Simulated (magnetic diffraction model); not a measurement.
# Magnetic neutron pattern of TmW

Space group Fm-3m (no. 225), a = 5.5660 Å.

```csv
site,atom,x,y,z
4b,W,1/2,0,0
4a,Tm,0,0,0
```

The compound is invented for this exercise: a known structure type with other elements, its cell scaled to their sizes and not relaxed.

Only Tm is taken to order (form factors of Tm3+); orders and moment sizes are assumed, and not adapted to the symmetry. Radiation: neutrons of λ = 2.567 Å, 3° to 100°; isotropic B of 0.12 Å² (W) and 0.14 Å² (Tm). The intensities are simulated: I ∝ L Σ (|F_N|² + |F_M⊥|²) for unpolarised neutrons, with F_M = 2.695 fm/μB × Σ f(s) S exp(2πi Q·r) exp(−B s²) at Q = H ± k (one set where k and −k are equivalent), only the part normal to Q counting and L = 1/(sin²θ cos θ). For a modulated order the moment at position r is S exp(−2πi k·r) + c.c., with S = m/2 for a sine wave of amplitude m and S = m(u + iv)/2 for moments turning in a plane, u and v being orthogonal unit vectors in it; the phase factor of the sum at Q = H + k is then exp(2πi H·r). Form factors are spin-only for 3d ions and dipole or tabulated for f ions, scattering lengths are Sears's of 1992, and absorption is left out. A label names one of the reflections at its angle. The strongest nuclear line in the range is 100, and lines under 0.2 are left out.

Assume the order k = (0 0 1/5), a sine wave with moments along [001] (amplitudes given), 1.68 μB on Tm.

Q: Where does magnetic intensity appear, and how strong is it?

```tsv
2θ (°)	index	nuclear	magnetic
44.01	(1 1 4/5)	0.0	3.9
47.08	(1 1 1)	5.1	0.0
50.64	(1 1 6/5)	0.0	2.3
54.93	(2 0 0)	86.2	0.0
55.23	(2 0 1/5)	0.0	3.2
76.70	(2 0 9/5)	0.0	1.0
81.42	(2 2 0)	100.0	0.0
81.67	(2 2 1/5)	0.0	1.6
86.57	(2 0 11/5)	0.0	0.6
92.66	(1 1 14/5)	0.0	0.3
97.56	(3 1 4/5)	0.0	2.2
99.78	(3 1 1)	5.8	0.0
```

The strongest magnetic line in the range is (1 1 4/5) at 44.01° (3.9). On top of the Lorentz factor, which all lines share, magnetic lines fade with angle because f falls: for Tm3+ it is 0.97, 0.87, 0.75 and 0.49 at sin θ/λ = 0.1, 0.2, 0.3 and 0.5 Å⁻¹, while nuclear lengths stay constant. The order has no net moment.

[Logs are printed without paths, hosts, clocks, repeated set-up lines and the standing remarks that a program may print on its own settings, such as how far it seeks lower states.]
